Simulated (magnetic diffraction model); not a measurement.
# Ho₂PbSe₅: the ordered moment from one line

Space group Pbam (no. 55), a = 8.2160 Å, b = 11.5970 Å, c = 4.1560 Å.

| site | atom | x | y | z |
| --- | --- | --- | --- | --- |
| 2a | Pb | 0 | 0 | 0 |
| 4h | Ho | 0.9227 | 0.6690 | 1/2 |
| 4g | Se | 0.3513 | 0.2999 | 0 |
| 2c | Se | 0 | 1/2 | 0 |
| 4h | Se | 0.8084 | 0.9288 | 1/2 |

The compound is invented for this exercise: a known structure type with other elements, its cell scaled to their sizes and not relaxed.

Only Ho is taken to order (form factors of Ho3+); orders and moment sizes are assumed, and not adapted to the symmetry. Radiation: neutrons of λ = 2.36 Å, 5° to 65°; isotropic B of 0.32 Å² (Pb), 0.28 Å² (Ho) and 0.38 Å² (Se). Simulated constant-wavelength pattern: nuclear and magnetic terms add, the magnetic one as |2.695 fm × Σ f S⊥ exp(2πi Q·r) exp(−B s²)|², summed over all Q at one angle with the factor 1/(sin²θ cos θ). For collinear order S is the moment m, which repeats by lattice and centring translations R with the sign exp(−2πi k·R). Free-ion form factors, Sears's scattering lengths of 1992, no absorption; a label names one of the reflections at its angle. The strongest nuclear line in the range is 100, and lines under 0.2 are left out.

In a first state the assumed order is k = (0 0 0), collinear moments along [101], 9.4 μB on Ho; signs + at (0.9227, 0.6690, 1/2), − at (0.0773, 0.3310, 1/2), + at (0.4227, 0.8310, 1/2), − at (0.5773, 0.1690, 1/2), with this pattern:

```
2θ (°)    index  nuclear  magnetic
 11.68  (0 1 0)      0.0     788.1
 20.27  (1 1 0)      1.9      16.4
 23.48  (0 2 0)      3.8       0.0
 28.85  (1 2 0)      0.7     136.0
 33.39  (2 0 0)      5.2      16.7
 35.11  (0 1 1)      0.0     135.3
 35.48  (2 1 0)      0.3      15.0
 35.55  (0 3 0)      0.0       0.2
 39.03  (1 1 1)      5.9      12.6
 39.43  (1 3 0)      6.7      31.5
 40.89  (0 2 1)      0.6       0.0
 41.22  (2 2 0)      5.8      13.6
 44.38  (1 2 1)     20.3     114.6
 47.64  (2 0 1)     13.2      38.2
 48.03  (0 4 0)      3.7       0.0
 49.23  (2 1 1)     98.4      26.9
```
(The table stops after 16 lines; 13 more lie at higher angle.)

**Question.** Nearer the ordering temperature the line at 11.68° has total intensity 70.9 on the same scale, and all moments have shrunk alike. How large is the Ho moment?

The nuclear part, 0.0, stays, so the magnetic part is 70.9 against 788.1. It goes as m², so m = 9.4 × √(70.9/788.1) = 2.82 μB; the value used was 2.82 μB.

[Logs are printed without paths, hosts, clocks, repeated set-up lines and the standing remarks that a program may print on its own settings, such as how far it seeks lower states.]
